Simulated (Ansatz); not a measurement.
## P on Co(0001): change of the work function

Wanted: Δφ(θ) for P/Co(0001), starting from the fcc site.

Program: Ansatz 0.2.0. Level of theory: plane-wave DFT, PBE, Ansatz PAW. Values are calculated unless marked as measured.

## Step 1: Starting point

The cell holds 4 atoms: 4 Co. Cell: a = 2.510 Å, b = 2.510 Å, c = 24.107 Å, α = 90.0°, β = 90.0°, γ = 60.0°. Vacuum lies along c.

## Step 2: The clean slab

The bare slab comes first, as the zero from which every change is counted. The two lowest layers are held at bulk places and the upper ones relax. The dipole correction removes the false field that a one-sided slab makes across the periodic vacuum, so each face gets a flat vacuum level of its own.

Input file input.yaml:

```yaml
crystal:
  lattice:
    - [2.51, 0.0, 0.0]
    - [1.255, 2.1737237635, 0.0]
    - [0.0, 0.0, 24.10683]
  atoms:
    - { symbol: Co, position: [0.6666666667, 0.6666666667, 0.3733381784], spin: 1.7 }
    - { symbol: Co, position: [0.0, 0.0, 0.4577793928], spin: 1.7 }
    - { symbol: Co, position: [0.6666666667, 0.6666666667, 0.5422206072], spin: 1.7 }
    - { symbol: Co, position: [0.0, 0.0, 0.6266618216], spin: 1.7 }
magnetization:
  spin_polarized: true
kpoints:
  mp_grid: { grid: [12, 12, 1] }
hamiltonian:
  xc: pbe
scf:
  occupations: { method: fermi_dirac, width: 0.1 }
  convergence: { dr2_threshold: 1.0e-08 }
efield:
  axis: 3
  dipole_correction: true
  ramp_position: 0.97
  ramp_width: 0.06
relax:
  f_tol: 0.02
  max_steps: 60
  constraints: [{ sites: [0, 1] }]
output:
  write_potential: true
  write_density: true
  volumetric_format: npy
```

Started as:

```sh
> ansatz run input.yaml --threads 4 --pin off --max-ram 16384MiB --backend cpu --events-out ev --progress --plain --runs-dir out
```

The log of the run:

```text
Engine: ansatz 0.2.0, aarch64-unknown-linux-gnu
Pseudopotentials: kind: paw
Pseudopotential: Co, paw, valence charge 17, recommended cutoff 420 eV (normal), Co.paw.azcp
Functional definition: PBE
  parameter kappa = 0.804
  parameter beta = 0.066725
  exchange = pbe_x(kappa = kappa, mu = beta*pi^2/3)
  correlation = pbe_c(beta = beta)
Crystal: 4 atoms, lattice volume = 131.528 Å³
Basis set: ecut = 420 eV, 2559 PW (Γ), exchange–correlation on 36×36×324 points (8 copies of the dense FFT grid, shifted against one another)
Bands: 45, of which v1, the nominal top of the filled ones, is band 34 counted from 1 (33 counted from 0)
Symmetry: 6 space group operations
k-points: 19 of 144 (time reversal used)
Non-local potential: Co, projectors of the file, l = 0: 3, l = 1: 2, l = 2: 3, l = 3: 1
PAW form: soft (Blöchl's): semilocal exchange-correlation on the pseudo side does not see the compensation charge
PAW one-centre angular grid: Co, 590 points (default); XC on 64 Gauss nodes
Initial density: superposition of atomic densities (neutral atoms: chi_scale 0, normalization atom)
Starting moments: Σ|m| = 6.8 μB on 4 of 4 sites
Initial wavefunctions: pseudopotential atomic-orbital guess
Functional: x = pbe(κ = 0.804, μ = 0.219515), c = pbe(β = 0.066725)
SCF iter   1: F=—  HF=-20501.283179 eV  |F-HF|=—  |Δ(HF+E_count)|=         —  Δρ=4.96e-2 (↑1.05e-2 ↓4.96e-2)  dr2=5.44e0  dr2_m=7.36e-1  M=6.870 μB ∫|m|=7.076 μB  β_m=1.00  ethr=3.10e-3  p=0.000 e·Å  D=5.04e-13 V/Å  ΔV_dip=-0.00 eV  dr2_dipole=6.91e-14  V_vac-E_F(+/−)=7.43/7.43 eV  ⟨swp⟩=11.6  Hψ=9064  notcnv=0  defer=12
Mixer restart at iter 1: flushing history
efield: sawtooth ramp at fractional position 0.9700 (set: `efield.ramp_position`, or a place that a band, a saddle search or an elastic batch's reference lends), width 0.0600; the density the first Hamiltonian is built on has a dipole p = 0.000 e·Å; the dipole correction subtracts the counter field D = 5.04e-13 V/Å, which shifts the + side's vacuum level by -0.00 eV against the − side's; the planar-averaged density in the ramp window peaks in size at 9.3e-6 e/Å³
preconditioner: auto → LDOS  [metal: Δε(μ)=0.017 eV  Ē_g=6.887 eV  σ=0.100 eV  W_gap=0.04  n_scr=18 (ndim 8)  ℏωp=19.4 eV  f_vac=0.597  D(μ)=4.76/eV (n_scr^D=18)]
spin=Collinear: LDOS preconditioning applied to the charge; magnetization (m = ρ↑ − ρ↓) channel mixes plain (no charge-response kernel on spin).
SCF iter   2: F=—  HF=-20500.677815 eV  |F-HF|=—  |Δ(HF+E_count)|=   6.05e-1  Δρ=1.21e-2 (↑1.21e-2 ↓7.84e-3)  dr2=4.83e-1  dr2_m=7.43e-2  M=6.898 μB ∫|m|=7.367 μB  β_m=0.34  ethr=3.10e-3  p=-0.000 e·Å  D=-2.46e-5 V/Å  ΔV_dip=0.00 eV  dr2_dipole=1.91e-7  V_vac-E_F(+/−)=6.53/6.53 eV  ⟨swp⟩=2.7  Hψ=3071  notcnv=0  defer=51
density mixer auto → msr1: a metal under ldos (density of states about μ 3.22 of a free-electron gas's, 18 screened modes)
SCF iter   3: F=—  HF=-20501.994777 eV  |F-HF|=—  |Δ(HF+E_count)|=    1.32e0  Δρ=4.76e-3 (↑4.76e-3 ↓4.65e-3)  dr2=9.37e-2  dr2_m=1.60e-2  M=6.919 μB ∫|m|=7.458 μB  β_m=0.48  ethr=7.10e-4  p=-0.000 e·Å  D=-4.93e-6 V/Å  ΔV_dip=0.00 eV  dr2_dipole=8.08e-8  V_vac-E_F(+/−)=5.92/5.92 eV  ⟨swp⟩=2.9  Hψ=2992  notcnv=0  defer=51
SCF iter   4: F=—  HF=-20502.978219 eV  |F-HF|=—  |Δ(HF+E_count)|=         —  Δρ=5.17e-3 (↑5.17e-3 ↓2.79e-3)  dr2=4.72e-2  dr2_m=7.71e-3  M=6.980 μB ∫|m|=7.615 μB  β_m=0.48  ethr=1.38e-4  p=0.000 e·Å  D=1.00e-6 V/Å  ΔV_dip=-0.00 eV  dr2_dipole=3.72e-8  V_vac-E_F(+/−)=5.27/5.27 eV  ⟨swp⟩=3.2  Hψ=3763  notcnv=0  defer=53
SCF iter   5: F=—  HF=-20503.130186 eV  |F-HF|=—  |Δ(HF+E_count)|=   1.52e-1  Δρ=2.48e-3 (↑1.51e-3 ↓2.48e-3)  dr2=1.24e-2  dr2_m=1.57e-3  M=6.908 μB ∫|m|=7.565 μB  β_m=0.64  ethr=6.94e-5  p=0.000 e·Å  D=1.27e-6 V/Å  ΔV_dip=-0.00 eV  dr2_dipole=5.37e-10  V_vac-E_F(+/−)=5.11/5.11 eV  ⟨swp⟩=2.2  Hψ=3111  notcnv=0  defer=53
SCF iter   6: F=—  HF=-20503.154936 eV  |F-HF|=—  |Δ(HF+E_count)|=   2.48e-2  Δρ=1.15e-3 (↑8.50e-4 ↓1.15e-3)  dr2=3.50e-3  dr2_m=1.52e-4  M=6.880 μB ∫|m|=7.545 μB  β_m=0.80  ethr=1.83e-5  p=0.000 e·Å  D=2.95e-6 V/Å  ΔV_dip=-0.00 eV  dr2_dipole=6.98e-9  V_vac-E_F(+/−)=5.04/5.04 eV  ⟨swp⟩=2.1  Hψ=2807  notcnv=0  defer=53
SCF iter   7: F=—  HF=-20503.158756 eV  |F-HF|=—  |Δ(HF+E_count)|=   3.82e-3  Δρ=5.96e-4 (↑5.02e-4 ↓5.96e-4)  dr2=1.26e-3  dr2_m=2.25e-5  M=6.862 μB ∫|m|=7.535 μB  β_m=0.70  ethr=5.15e-6  p=-0.000 e·Å  D=-6.61e-6 V/Å  ΔV_dip=0.00 eV  dr2_dipole=4.71e-8  V_vac-E_F(+/−)=5.00/5.00 eV  ⟨swp⟩=2.4  Hψ=3309  notcnv=0  defer=55
SCF iter   8: F=—  HF=-20503.158660 eV  |F-HF|=—  |Δ(HF+E_count)|=   9.67e-5  Δρ=1.88e-4 (↑1.88e-4 ↓1.66e-4)  dr2=7.45e-5  dr2_m=6.98e-6  M=6.861 μB ∫|m|=7.536 μB  β_m=0.70  ethr=1.85e-6  p=0.000 e·Å  D=1.90e-6 V/Å  ΔV_dip=-0.00 eV  dr2_dipole=1.38e-10  V_vac-E_F(+/−)=4.99/4.99 eV  ⟨swp⟩=2.4  Hψ=3092  notcnv=0  defer=56
SCF iter   9: F=—  HF=-20503.158672 eV  |F-HF|=—  |Δ(HF+E_count)|=   1.27e-5  Δρ=6.53e-5 (↑3.95e-5 ↓6.53e-5)  dr2=5.92e-6  dr2_m=2.71e-6  M=6.858 μB ∫|m|=7.537 μB  β_m=0.79  ethr=1.10e-7  p=-0.000 e·Å  D=-1.04e-6 V/Å  ΔV_dip=0.00 eV  dr2_dipole=6.55e-10  V_vac-E_F(+/−)=4.98/4.98 eV  ⟨swp⟩=2.6  Hψ=2918  notcnv=0  defer=56
SCF iter  10: F=—  HF=-20503.158675 eV  |F-HF|=—  |Δ(HF+E_count)|=   2.25e-6  Δρ=3.81e-5 (↑3.81e-5 ↓2.00e-5)  dr2=3.10e-6  dr2_m=1.73e-7  M=6.858 μB ∫|m|=7.537 μB  β_m=0.68  ethr=8.70e-9  p=0.000 e·Å  D=2.53e-6 V/Å  ΔV_dip=-0.00 eV  dr2_dipole=6.49e-9  V_vac-E_F(+/−)=4.98/4.98 eV  ⟨swp⟩=2.4  Hψ=2802  notcnv=0  defer=56
SCF iter  11: F=—  HF=-20503.158675 eV  |F-HF|=—  |Δ(HF+E_count)|=   4.99e-7  Δρ=1.15e-5 (↑6.30e-6 ↓1.15e-5)  dr2=2.56e-7  dr2_m=6.68e-8  M=6.857 μB ∫|m|=7.537 μB  β_m=0.59  ethr=4.56e-9  p=-0.000 e·Å  D=-2.92e-6 V/Å  ΔV_dip=0.00 eV  dr2_dipole=1.05e-8  V_vac-E_F(+/−)=4.98/4.98 eV  ⟨swp⟩=2.3  Hψ=2831  notcnv=0  defer=56
SCF iter  12: F=—  HF=-20503.158675 eV  |F-HF|=—  |Δ(HF+E_count)|=   9.93e-8  Δρ=6.32e-6 (↑3.05e-6 ↓6.32e-6)  dr2=3.02e-8  dr2_m=2.20e-8  M=6.857 μB ∫|m|=7.537 μB  β_m=0.79  ethr=3.77e-10  p=0.000 e·Å  D=3.20e-7 V/Å  ΔV_dip=-0.00 eV  dr2_dipole=3.26e-10  V_vac-E_F(+/−)=4.98/4.98 eV  ⟨swp⟩=2.3  Hψ=2600  notcnv=0  defer=56
SCF iter  13: F=—  HF=-20503.158675 eV  |F-HF|=—  |Δ(HF+E_count)|=   8.20e-8  Δρ=3.67e-6 (↑3.67e-6 ↓3.22e-6)  dr2=5.57e-8  dr2_m=3.60e-9  M=6.857 μB ∫|m|=7.538 μB  β_m=0.63  ethr=4.44e-11  p=-0.000 e·Å  D=-2.65e-6 V/Å  ΔV_dip=0.00 eV  dr2_dipole=1.06e-8  V_vac-E_F(+/−)=4.98/4.98 eV  ⟨swp⟩=3.1  Hψ=3575  notcnv=0  defer=56
[...]
preconditioner: auto → LDOS  [metal: Δε(μ)=0.011 eV  Ē_g=6.720 eV  σ=0.100 eV  W_gap=0.03  n_scr=12 (ndim 8)  ℏωp=19.4 eV  f_vac=0.612  D(μ)=3.74/eV (n_scr^D=16)]
spin=Collinear: LDOS preconditioning applied to the charge; magnetization (m = ρ↑ − ρ↓) channel mixes plain (no charge-response kernel on spin).
SCF iter   2: F=—  HF=-20503.182460 eV  |F-HF|=—  |Δ(HF+E_count)|=   6.54e-5  Δρ=1.31e-4 (↑1.31e-4 ↓1.26e-4)  dr2=3.27e-4  dr2_m=1.50e-6  M=6.834 μB ∫|m|=7.500 μB  β_m=0.31  ethr=1.53e-6  p=0.002 e·Å  D=2.56e-3 V/Å  ΔV_dip=-0.06 eV  dr2_dipole=1.26e-4  V_vac-E_F(+/−)=4.93/4.99 eV  ⟨swp⟩=2.1  Hψ=2531  notcnv=0  defer=64
density mixer auto → msr1: a metal under ldos (density of states about μ 2.82 of a free-electron gas's, 18 screened modes)
SCF iter   3: F=—  HF=-20503.182459 eV  |F-HF|=—  |Δ(HF+E_count)|=   8.64e-7  Δρ=1.32e-4 (↑1.32e-4 ↓6.95e-5)  dr2=8.49e-5  dr2_m=6.29e-6  M=6.834 μB ∫|m|=7.500 μB  β_m=0.44  ethr=4.81e-7  p=0.002 e·Å  D=2.44e-3 V/Å  ΔV_dip=-0.06 eV  dr2_dipole=2.77e-5  V_vac-E_F(+/−)=4.93/4.99 eV  ⟨swp⟩=1.6  Hψ=1860  notcnv=0  defer=64
SCF iter   4: F=—  HF=-20503.182475 eV  |F-HF|=—  |Δ(HF+E_count)|=   1.58e-5  Δρ=6.00e-5 (↑5.17e-5 ↓6.00e-5)  dr2=2.34e-5  dr2_m=2.73e-6  M=6.835 μB ∫|m|=7.501 μB  β_m=0.50  ethr=1.25e-7  p=0.002 e·Å  D=2.49e-3 V/Å  ΔV_dip=-0.06 eV  dr2_dipole=6.53e-6  V_vac-E_F(+/−)=4.93/4.99 eV  ⟨swp⟩=1.8  Hψ=2028  notcnv=0  defer=64
SCF iter   5: F=—  HF=-20503.182484 eV  |F-HF|=—  |Δ(HF+E_count)|=   8.94e-6  Δρ=5.34e-5 (↑5.34e-5 ↓3.33e-5)  dr2=7.93e-7  dr2_m=2.13e-6  M=6.836 μB ∫|m|=7.501 μB  β_m=0.64  ethr=3.44e-8  p=0.002 e·Å  D=2.54e-3 V/Å  ΔV_dip=-0.06 eV  dr2_dipole=1.53e-7  V_vac-E_F(+/−)=4.93/4.99 eV  ⟨swp⟩=2.0  Hψ=2380  notcnv=0  defer=64
SCF iter   6: F=—  HF=-20503.182487 eV  |F-HF|=—  |Δ(HF+E_count)|=   3.70e-6  Δρ=2.43e-5 (↑2.43e-5 ↓7.21e-6)  dr2=7.27e-7  dr2_m=1.91e-7  M=6.836 μB ∫|m|=7.502 μB  β_m=0.65  ethr=1.17e-9  p=0.002 e·Å  D=2.57e-3 V/Å  ΔV_dip=-0.06 eV  dr2_dipole=2.86e-8  V_vac-E_F(+/−)=4.93/4.99 eV  ⟨swp⟩=3.0  Hψ=3471  notcnv=0  defer=64
SCF iter   7: F=—  HF=-20503.182487 eV  |F-HF|=—  |Δ(HF+E_count)|=   1.19e-7  Δρ=9.49e-6 (↑8.56e-6 ↓9.49e-6)  dr2=4.08e-7  dr2_m=2.71e-8  M=6.836 μB ∫|m|=7.502 μB  β_m=0.57  ethr=1.07e-9  p=0.002 e·Å  D=2.57e-3 V/Å  ΔV_dip=-0.06 eV  dr2_dipole=7.01e-8  V_vac-E_F(+/−)=4.93/4.99 eV  ⟨swp⟩=2.0  Hψ=2982  notcnv=0  defer=64
SCF iter   8: F=—  HF=-20503.182487 eV  |F-HF|=—  |Δ(HF+E_count)|=   3.91e-8  Δρ=3.66e-6 (↑3.66e-6 ↓2.36e-6)  dr2=1.56e-8  dr2_m=9.75e-9  M=6.836 μB ∫|m|=7.502 μB  β_m=0.70  ethr=6.00e-10  p=0.002 e·Å  D=2.57e-3 V/Å  ΔV_dip=-0.06 eV  dr2_dipole=9.30e-10  V_vac-E_F(+/−)=4.93/4.99 eV  ⟨swp⟩=2.4  Hψ=2856  notcnv=0  defer=64
SCF iter   9: F=—  HF=-20503.182487 eV  |F-HF|=—  |Δ(HF+E_count)|=   4.03e-8  Δρ=1.38e-6 (↑1.31e-6 ↓1.38e-6)  dr2=4.04e-9  dr2_m=1.04e-9  M=6.836 μB ∫|m|=7.502 μB  β_m=0.65  ethr=2.30e-11  p=0.002 e·Å  D=2.57e-3 V/Å  ΔV_dip=-0.06 eV  dr2_dipole=1.27e-10  V_vac-E_F(+/−)=4.93/4.99 eV  ⟨swp⟩=2.8  Hψ=3042  notcnv=0  defer=64
SCF iter  10: F=—  HF=-20503.182487 eV  |F-HF|=—  |Δ(HF+E_count)|=   7.22e-9  Δρ=1.37e-6 (↑8.82e-7 ↓1.37e-6)  dr2=1.39e-8  dr2_m=3.69e-10  M=6.836 μB ∫|m|=7.502 μB  β_m=0.67  ethr=5.94e-12  p=0.002 e·Å  D=2.57e-3 V/Å  ΔV_dip=-0.06 eV  dr2_dipole=4.02e-9  V_vac-E_F(+/−)=4.93/4.99 eV  ⟨swp⟩=2.8  Hψ=3515  notcnv=0  defer=64
SCF iter  11: F=-20503.182487 eV  HF=-20503.182487 eV  |F-HF|=5.18e-9  |Δ(HF+E_count)|=   2.51e-9  Δρ=8.80e-7 (↑3.13e-7 ↓8.80e-7)  dr2=4.60e-9  dr2_m=2.09e-10  M=6.836 μB ∫|m|=7.502 μB  ethr=5.94e-12  p=0.002 e·Å  D=2.57e-3 V/Å  ΔV_dip=-0.06 eV  dr2_dipole=1.32e-9  V_vac-E_F(+/−)=4.93/4.99 eV  ⟨swp⟩=7.0  Hψ=9563  notcnv=0
SCF 4 converged in 11 iterations: F = -20503.182487 eV  dr2 = 4.60e-9
relax step   4: F+E_penalty+E_count = -20503.18248727 eV  Δ(F+E_penalty+E_count) = -2.578e-4 eV  max|allowed force component| = 6.602e-3 eV/Å  Δτ_max = 0.0084 Å  (11 SCF iters, accepted)
NSCF: frozen V_eff on 19 k-points
the band table was solved once a step of the walk had ended and its energy, with any forces and stress, was formed, with the checks that follow a solve (9233 applications of the Hamiltonian). They found nothing against the state; the energy, forces and stress were not computed again (output.eigenvalues in the input reference)
WARN: The output density's exchange-correlation potential varies sharply where the density is thin. Do not read a vacuum level from v_tot or v_xc, or from such a field of the output density. On a cell that repeats whose density bears no net charge and no dipole along the vacuum's axis use v_es (v_loc + v_h of the components); under efield.dipole_correction with no amplitude use v_es + v_field, which holds any externa [...]
SCF converged after 11 iterations
Magnetization: 6.8365 μB (37.4182 up, 30.5818 down)
Absolute magnetization: 7.5041 μB (∫|ρ↑−ρ↓|, with the PAW one-centre terms)
Spin contamination: 0.1418 ħ² per cell (⟨S²⟩ above its minimum at these occupations)
Per-site moments (μB) at R_I (Å): [(1.819632, 1.030734), (1.757752, 1.030734), (1.742027, 1.000660), (1.792708, 1.000660)]
Free energy (F): -20503.182487 eV
Harris-Foulkes:  -20503.182487 eV  (|F-HF|=5.18e-9)
Internal energy: -20503.052780 eV  (E = F + TS)
E sigma→0 (E₀):  -20503.117634 eV
Entropy (-TS):   -0.129707 eV (-32.427 meV/atom)
Fermi energy:    2.954768 eV
Dipole field:    D = 0.002626 V/Å  (p = 0.001909 e·Å, saw-weighted, corrected)
Work function:   Φ+ = 4.9253 eV   Φ− = 4.9886 eV
Levels:          The Fermi level and band energies are counted from a zero that moves with the ramp; work functions are not
--- Per-component energies (eV) ---
  E_band       = -2041.790011
  E_kinetic    = 1808.861082
  E_local      = -151342.607085  (includes V_loc(G=0)·N_el)
  E_nonlocal   = 1821.381808
  E_hartree    = 74222.730396
  E_xc         = -632.279232
  E_vxc        = -815.577330  (∫ρ·V_xc dr)
  E_paw        = -6063.646017  (= ΣΔE_a)
  E_vpaw       = -1959.317964  (= ΣTr[D̂ρ^β])
  E_aug_tail   = 0.000301  (compensation charges beyond the density's cutoff)
  E_efield     = 0.000003  (sawtooth field / dipole correction)
  E_vefield    = 0.003157  (∫n·V_field dr)
  E_ewald      = 59682.505964
  E_smearing   = -0.129707  (= −TS)
  E_closure    = -0.000000  (closes the sum)
  Σ components = -20503.182487   (vs F -20503.182487, Δ=0.00e0)
--- Forces (eV/Å), atoms counted from 1 ---
  atom   1  Co     0.00000000     0.00000000     0.50233302
  atom   2  Co    -0.00000000     0.00000000    -0.49982607
  atom   3  Co     0.00000000    -0.00000000     0.00407533
  atom   4  Co    -0.00000000    -0.00000000    -0.00660206
  max |Σ_I F_I| component: 1.98e-5 eV/Å
--- Band table (eV; the first three rows and the last of 38) ---
  k-point 0 ↑: bands = [... 30 lower, 0.6027, 1.1317, 1.1317, 1.5257, 1.5257, 1.8851, 1.8851, 2.0257, ... 7 higher]
  k-point 1 ↑: bands = [... 30 lower, 0.6932, 1.0395, 1.1017, 1.3850, 1.5039, 1.5354, 1.7908, 1.8846, ... 7 higher]
  k-point 2 ↑: bands = [... 30 lower, 0.8036, 0.9408, 1.0332, 1.1441, 1.4384, 1.4726, 1.8810, 2.0831, ... 7 higher]
  k-point 18 ↓: bands = [... 30 lower, 3.1142, 3.7214, 3.7507, 3.8049, 3.9140, 3.9574, 8.5075, 8.8942, ... 7 higher]
--- Relaxed structure (4 steps of the walk, 4 accepted, 0 SCFs on fresh bases) ---
  F+E_penalty+E_count = -20503.18248727 eV   max|allowed force component| = 6.602e-3 eV/Å
  atoms:
    - { symbol: Co, position: [0.666667, 0.666667, 0.373338] }
    - { symbol: Co, position: [0.0, 0.0, 0.4577793928] }
    - { symbol: Co, position: [0.666667, 0.666667, 0.542627] }
    - { symbol: Co, position: [-4.105840e-18, 0, 0.623327] }
```

It took 36 s on 4 threads of Arm Neoverse V1, shared host; peak memory 0.54 GiB.

Reading the cycles: dr2 is the Hartree energy of the density residual (eV), the measure of convergence; HF is the Harris–Foulkes estimate of the energy, which meets the free energy F at convergence.

Step by step:

| step | energy less that of the first step (eV) | largest force component (eV/Å) |
| --- | --- | --- |
| 1 | 0.0000 | 0.4887 |
| 2 | -0.0156 | 0.3161 |
| 3 | -0.0236 | 0.0611 |
| 4 | -0.0238 | 0.0066 |

The run keeps the 6 symmetry operations that the program found, so distortions that break them were not tested.

The atoms that moved most (Å):

| atom | dx | dy | dz | length |
| --- | --- | --- | --- | --- |
| Co4 | 0.000 | 0.000 | -0.080 | 0.080 |
| Co3 | 0.000 | 0.000 | 0.010 | 0.010 |

Final coordinates:

```xyz
4
Lattice="2.5100 0.0000 0.0000 1.2550 2.1737 0.0000 0.0000 0.0000 24.1068" Properties=species:S:1:pos:R:3
Co    2.5100    1.4491    9.0000
Co    0.0000    0.0000   11.0356
Co    2.5100    1.4491   13.0810
Co    0.0000    0.0000   15.0264
```

This step gave:

| Quantity | Value |
| --- | --- |
| energy at zero smearing | -20503.1176 eV |
| total moment | 6.836 μB |
| site moments | 1.820, 1.758, 1.742, 1.793 μB |
| work function, upper face | 4.925 eV |
| work function, lower face | 4.989 eV |
| dipole along the normal | 0.001909 e·Å |
| step between the vacuum levels | -0.06331 eV |

Running mean over 2.03561 Å of the planar mean; the ramp of the sawtooth is left out. Table of electron's electrostatic potential energy less the Fermi level by z:

z (Å), electron's electrostatic potential energy less the Fermi level (eV) and a bar from the least value:
```
        3        5.0 ##############################
        4        5.0 ##############################
        5        5.0 ##############################
        6        4.9 ##############################
        7        4.2 #############################
        8       -3.5 ###############
        9      -10.3 ##
       10      -10.5 ##
       11      -10.6 ##
       12      -10.5 ##
       13      -10.6 ##
       14      -11.5 
       15      -10.4 ##
       16       -3.8 ##############
       17        4.1 ############################
       18        4.9 ##############################
       19        4.9 ##############################
       20        4.9 ##############################
       21        4.9 ##############################
```

Site moment by atom:

| atom | site moment (μB) |
| --- | --- |
| Co1 | 1.82 |
| Co2 | 1.76 |
| Co3 | 1.74 |
| Co4 | 1.79 |

The relaxation took 4 steps and lowered the energy by 0.024 eV; the largest force on the free atoms ends at 0.0066 eV/Å.

The work function of the upper face is 4.93 eV.

(Continued in part 2 of 4.)

[Long decimals in the printed logs are rounded to 6 places.]

[Logs are printed without paths, hosts, clocks, repeated set-up lines and the standing remarks that a program may print on its own settings, such as how far it seeks lower states.]

[Hosts, paths, dates, database ids (printed as entryN), source tags and the programs' standing remarks are cut or masked in the printed files.]

[Maps of the electrostatic potential energy from Ansatz leave out the sawtooth potential of an applied field or a dipole correction, so their vacuum need not be flat; planar profiles and work functions include it.]
